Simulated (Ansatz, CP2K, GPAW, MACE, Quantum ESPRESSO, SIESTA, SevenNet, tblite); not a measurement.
# Running twisted graphene double bilayer, 27.80° (104 atoms) with CP2K, part 3 of 3

How do the settings of CP2K change the result for twisted graphene double bilayer, 27.80° (104 atoms)? A plane-wave run serves as the yardstick.

Program: CP2K 2026.2; the method stands at each step. Banners, paths, timers and routine set-up lines are dropped from the logs unmarked, and long logs keep their key lines alone; longer cuts are marked.

So far. Step 6 (PBE, DZVP-MOLOPT-SR, 630/50 Ry, diagonalisation): Against the first run (1.7 %), the force difference from the reference is 1.7 %, at 1.2 times the CPU time: the change moves forces by 0.76 meV/Å r.m.s., so most of the difference comes from elsewhere.

## (7) BLYP, DZVP-MOLOPT-SR, 450/50 Ry, diagonalisation

Method: Kohn-Sham DFT, BLYP, GTH-BLYP pseudopotentials, Gaussian and plane waves, DZVP-MOLOPT-SR-GTH, diagonalisation.

The input, input.inp:

```
&GLOBAL
  PROJECT cell
  RUN_TYPE ENERGY_FORCE
  PRINT_LEVEL LOW
&END GLOBAL
&FORCE_EVAL
  METHOD QS
  &DFT
    BASIS_SET_FILE_NAME BASIS_MOLOPT
    POTENTIAL_FILE_NAME GTH_POTENTIALS
    &MGRID
      CUTOFF 450
      REL_CUTOFF 50
    &END MGRID
    &QS
      EPS_DEFAULT 1.0E-12
    &END QS
    &SCF
      SCF_GUESS ATOMIC
      EPS_SCF 1.0E-06
      MAX_SCF 200
      ADDED_MOS 46
      &DIAGONALIZATION
        ALGORITHM STANDARD
      &END DIAGONALIZATION
      &SMEAR ON
        METHOD FERMI_DIRAC
        ELECTRONIC_TEMPERATURE [K] 580
      &END SMEAR
      &MIXING
        METHOD BROYDEN_MIXING
        ALPHA 0.15
        NBROYDEN 8
      &END MIXING
      &PRINT
        &RESTART OFF
        &END RESTART
      &END PRINT
    &END SCF
    &XC
      &XC_FUNCTIONAL BLYP
      &END XC_FUNCTIONAL
    &END XC
    &PRINT
      &MULLIKEN ON
      &END MULLIKEN
      &HIRSHFELD ON
        SHAPE_FUNCTION DENSITY
      &END HIRSHFELD
      &MO ON
        EIGENVALUES T
        OCCUPATION_NUMBERS T
        MO_INDEX_RANGE 197 220
        &EACH
          QS_SCF 0
        &END EACH
        ADD_LAST NUMERIC
      &END MO
    &END PRINT
  &END DFT
  &SUBSYS
    &CELL
      A 8.86970 0.00000 0.00000
      B -4.43485 7.68139 0.00000
      C 0.00000 0.00000 24.18000
    &END CELL
    &TOPOLOGY
      COORD_FILE_NAME structure.xyz
      COORD_FILE_FORMAT XYZ
    &END TOPOLOGY
    &KIND C
      BASIS_SET DZVP-MOLOPT-SR-GTH-q4
      POTENTIAL GTH-BLYP-q4
    &END KIND
  &END SUBSYS
  &PRINT
    &FORCES ON
    &END FORCES
  &END PRINT
&END FORCE_EVAL
```

The input, structure.xyz:

```xyz
104

[... 104 atom lines left out: the same atoms as in the first run ...]
```

Command:

```bash
$ OMP_NUM_THREADS=1 mpirun -np 4 cp2k.psmp -i input.inp > output.txt
```

Numbers of over 12 decimals in the logs are rounded to 6 here.

The program printed:

```text
CP2K| version string:                                       CP2K version 2026.2
 CP2K| Input file name                                                 input.inp
 GLOBAL| Basis set file name                                        BASIS_MOLOPT
 GLOBAL| Potential file name                                      GTH_POTENTIALS
 GLOBAL| Run type                                                   ENERGY_FORCE
 GLOBAL| Total number of message passing processes                             4
 GLOBAL| Number of threads for this process                                    1
[... lines left out ...]
                        Smear method:                                FERMI_DIRAC
[... lines left out ...]
 Number of electrons:                                                        416
[... lines left out ...]
  Step     Update method      Time    Convergence         Total energy    Change
[... lines left out ...]
  *** SCF run converged in    26 steps ***
[... lines left out ...]
  Fermi energy:                                                 0.054851
  Total energy:                                              -588.705687
  Total energy (extrapolated to T->0):                       -588.705687
[... lines left out ...]
 MO| E(Fermi):            0.054851 a.u.          1.492576 eV
[... lines left out ...]
                           Hirshfeld Charges
  #Atom  Element  Kind  Ref Charge     Population                    Net charge
      1       C      1       4.000          4.004                        -0.004
      2       C      1       4.000          3.995                         0.005
      3       C      1       4.000          4.011                        -0.011
[...]
103       C      1       4.000          3.999                         0.001
    104       C      1       4.000          3.994                         0.006
  Total Charge                                                           -0.000
 !-----------------------------------------------------------------------------!
 ENERGY| Total FORCE_EVAL ( QS ) energy [hartree]           -588.705699
 FORCES| Atomic forces [hartree/bohr]
 FORCES|   Atom     x               y               z               |f|
 FORCES|      1  8.04115452E-02 -2.03515993E-02 -1.31034772E-02   8.39756233E-02
 FORCES|      2 -1.51316811E-02 -3.94649869E-02 -6.51627923E-03   4.27658141E-02
 FORCES|      3  5.30864974E-02  1.14057279E-01 -7.52666939E-03   1.26031305E-01
[...]
FORCES|    103  6.77244494E-03  6.43188707E-02 -6.70967783E-03   6.50215573E-02
 FORCES|    104 -6.92251979E-02 -8.83529449E-02 -9.36940955E-03   1.12632840E-01
 FORCES| Sum     7.19006873E-03 -1.48911454E-02 -1.09297933E-02
 FORCES| Total atomic force                                       1.98217981E-02
```

Wall time 2.3 min (4 MPI ranks of Arm Neoverse V2, shared host); peak memory 4.2 GiB.

Numbers from this run, and their distance from the reference:

```
r.m.s. force component                  : 2.951 eV/Å
r.m.s. difference of force components   : 64.25 meV/Å
longest difference of force vectors     : 520.2 meV/Å
force difference over r.m.s. force      : 2.168 %
slope of forces against the reference's : 0.9958
correlation of force components         : 0.9998
```

Against the first run (1.7 %), the force difference from the reference is 2.2 %, at 1.1 times the CPU time; the model has changed, so this is no error of the program alone.

The forces add up to 1.0 eV/Å instead of zero, usually a sign of too coarse a grid.

## (8) Another try, on a changed input

input.inp, as its differences from that of step 7:

```diff
@@ -20,3 +20,3 @@
       EPS_SCF 1.0E-06
-      MAX_SCF 200
+      MAX_SCF 60
       ADDED_MOS 46
@@ -40,3 +40,3 @@
     &XC
-      &XC_FUNCTIONAL BLYP
+      &XC_FUNCTIONAL B3-LYP
       &END XC_FUNCTIONAL
@@ -72,3 +72,3 @@
       BASIS_SET DZVP-MOLOPT-SR-GTH-q4
-      POTENTIAL GTH-BLYP-q4
+      POTENTIAL GTH-PBE-q4
     &END KIND
```

structure.xyz is that of step 7.

The program printed:

```text
*   ___                                                                       *
 *  /   \                                                                      *
 * [ABORT]                                                                     *
 *  \___/                  invalid value for enumeration:B3-LYP                *
 *    |                                                                        *
 *  O/|                                                                        *
 * /| |                                                                        *
```

Run time: 0.69 s. Hardware: 4 MPI ranks; peak memory 0.57 GiB.

The program stopped at the start. The fault in the input: an unknown functional (functional b3-lyp).

## (9) The ladder

Differences are against the plane-wave reference, forces as r.m.s. over components; share is that over the reference's r.m.s. force, slope the least-squares factor from reference forces to these. Total energies of different programs have different zeros and aren't compared.

```tsv
run	Δ force, r.m.s. (meV/Å)	share (%)	slope	cores	CPU time	memory (GiB)
reference	-	-	-	8	73 s	1.7
CP2K PBE, DZVP-MOLOPT-SR, 450/50 Ry, diagonalisation	51.4	1.73	1.015	4	8.6 min	4.2
CP2K GFN1-xTB, diagonalisation	169	5.70	0.979	1	3.3 s	0.22
CP2K PBE, SZV-MOLOPT-SR, 450/50 Ry, diagonalisation (coarse)	795	26.8	1.264	1	5.7 min	3.1
CP2K PBE, DZVP-MOLOPT-SR, 450/30 Ry, diagonalisation (coarse)	51.4	1.74	1.015	4	7 min	4.2
CP2K PBE, DZVP-MOLOPT-SR, 630/50 Ry, diagonalisation	51.4	1.73	1.015	4	11 min	5.8
CP2K BLYP, DZVP-MOLOPT-SR, 450/50 Ry, diagonalisation	64.2	2.17	0.996	4	9.3 min	4.2
```

Rows marked coarse were listed beforehand as settings not expected to be converged; some can still land near the reference.

CPU time is summed over cores on a shared host, where runs went side by side, so it is rough. Symmetry, cutoffs, thresholds, outputs and thread counts weren't matched or tuned between programs; memory under MPI is the largest rank's times the ranks.

Within one program, basis, potentials and functional, energies share a zero. Each run against its twin at the usual cutoff or grid and solver:

```tsv
run	twin	Δ energy (meV/atom)	Δ force, r.m.s. (meV/Å)	CPU time over the twin's
CP2K PBE, DZVP-MOLOPT-SR, 450/30 Ry, diagonalisation	DZVP-MOLOPT-SR, 450/50 Ry, diagonalisation	-0.128	1.04	0.81
CP2K PBE, DZVP-MOLOPT-SR, 630/50 Ry, diagonalisation	DZVP-MOLOPT-SR, 450/50 Ry, diagonalisation	-3.0e-4	0.764	1.2
```

Further runs of this program without a result: CP2K PBE, TZVP-MOLOPT, 450/50 Ry, diagonalisation (cut off at its time limit).

## (10) What came out

```yaml
nearest_in_forces: a tie at 1.7 % of 3 runs: CP2K PBE, DZVP-MOLOPT-SR, 450/50 Ry, diagonalisation; CP2K PBE, DZVP-MOLOPT-SR, 450/30 Ry, diagonalisation (coarse); CP2K PBE, DZVP-MOLOPT-SR, 630/50 Ry, diagonalisation
```

The PBE runs in local orbitals, coarse settings apart, differ by 1.7 % in each run; basis, grid and potentials can all enter. Tight binding differs by 5.7 % (CP2K GFN1-xTB, diagonalisation); it is another model, with fitted parameters of its own, and the xTB methods hold dispersion. Rows with another functional or a dispersion term differ by 2.2 % (CP2K BLYP, DZVP-MOLOPT-SR, 450/50 Ry, diagonalisation), which mixes the change of model with differences of basis and potentials. Runs with settings chosen to be coarse differ by 1.7 % (CP2K PBE, DZVP-MOLOPT-SR, 450/30 Ry, diagonalisation) to 27 % (CP2K PBE, SZV-MOLOPT-SR, 450/50 Ry, diagonalisation), their programs' other errors included. One electronic-structure run takes under half the reference's CPU time: CP2K GFN1-xTB, diagonalisation, at 5.7 % in 3.3 s against 73 s. CP2K PBE, SZV-MOLOPT-SR, 450/50 Ry, diagonalisation stiffens the forces by a factor of 1.26 while following their directions (correlation 0.999); the slopes of the 6 CP2K runs lie between 0.98 and 1.26. Periodic xTB results under one method name differ between programs and library versions. The reference's PBE has no dispersion term, which matters for the binding between molecules or layers. One k-point is far too coarse for the carbon or group-IV sheet, and it can put spurious forces of up to about 1 eV/Å on the sheet's atoms. The electronic-structure runs sample only Γ, in a cell whose shortest periodic width is 8 Å.

[Also dropped from logs without a mark: logging warnings of Python, and SIESTA's first energy breakdown and zero terms.]

[Logs are printed without paths, hosts, clocks, repeated set-up lines and the standing remarks that a program may print on its own settings, such as how far it seeks lower states.]

[Hosts, paths, dates, database ids (printed as entryN), source tags and the programs' standing remarks are cut or masked in the printed files.]
